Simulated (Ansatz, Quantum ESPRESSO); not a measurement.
# Cl on fcc sites of Ti(0001): the work function of the upper face at a withheld member of a series

Method. Quantum ESPRESSO 7.5, PBE, GBRV ultrasoft. Slabs of 3 layers, covered on the upper face; adsorbates and the top layer relax in a periodic cell, the rest is held (the clean slab relaxes both outer layers); a run under open boundaries (ESM, bc1) gives both vacuum levels. Cells of one to 9 surface sites carry the coverages, on meshes of like density; cold smearing of 0.02 Ry. The slabs take the lattice constants of the bulk relaxed by the same program. The series steps the coverage.

| coverage | work function of the upper face (eV) |
| --- | --- |
| 0 ML | 4.423 |
| 0.1111 ML | 4.311 |
| 0.1667 ML | 4.255 |
| 0.25 ML | 4.154 |
| 0.3333 ML | 3.987 |
| 0.5 ML | 4.120 |
| 0.6667 ML | 4.171 |
| 0.75 ML | 4.176 |

To predict: What is the work function of the upper face at 1 ML?

**Fit.** The rows at 0.6667 ML and 0.75 ML give a slope of (4.176 − (4.171))/(0.75 − (0.6667)) = 0.06002, so a straight line gives 4.191 eV. A parabola through these and the row at 0.5 ML gives 4.109 eV.

**Check.** 4.223 eV. The line misses by −0.032 and the parabola by −0.114 eV. The line does better here.

Caveats: Thin slabs, one site and one ordered pattern a coverage; no reconstruction or subsurface sites; meshes differ a little between cells.
